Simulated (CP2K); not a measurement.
Two runs for the O K edge of 2-nitrosooxazole. Run A: CP2K XAS_TDP, all-electron GAPW, PBEh(45%), aug-cc-pVDZ, TDA, no relativity. Run B differs in one setting.

First lines with a strength over 0.0015. A:

```
              atom  energy (eV)  states  strength, one atom
  O1 (bonded to N)       525.42       1              0.0512
                         534.91       1              0.0123
                         535.27       1              0.0055
                         535.74       1              0.0189
                         535.99       1              0.0105
O7 (bonded to 2 C)       529.67       1              0.0211
                         533.12       1              0.0096
                         534.06       1              0.0074
                         534.79       1              0.0134
                         534.89       1              0.0017
```

B:

```
              atom  energy (eV)  states  strength, one atom
  O1 (bonded to N)       530.20       1              0.0507
                         539.69       1              0.0122
                         540.05       1              0.0055
                         540.52       1              0.0188
                         540.77       1              0.0104
O7 (bonded to 2 C)       534.13       1              0.0209
                         537.59       1              0.0095
                         538.53       1              0.0073
                         539.26       1              0.0132
                         539.35       1              0.0017
```

Q: Which was it: the basis, GW2X switched on, the functional, scalar relativity switched on?

GW2X switched on. GW2X shifts an atom's lines together and keeps their spacings. Against PBEh(45%) in aug-cc-pVDZ, the leading lines move by +4.78 eV (O1, to 530.20) and +4.46 eV (O7, to 534.13).

[Banner, clock and machine lines of the logs are left out without a mark of their own.]

[Logs are printed without paths, hosts, clocks, repeated set-up lines and the standing remarks that a program may print on its own settings, such as how far it seeks lower states.]

[Hosts, paths, dates, database ids (printed as entryN), source tags and the programs' standing remarks are cut or masked in the printed files.]
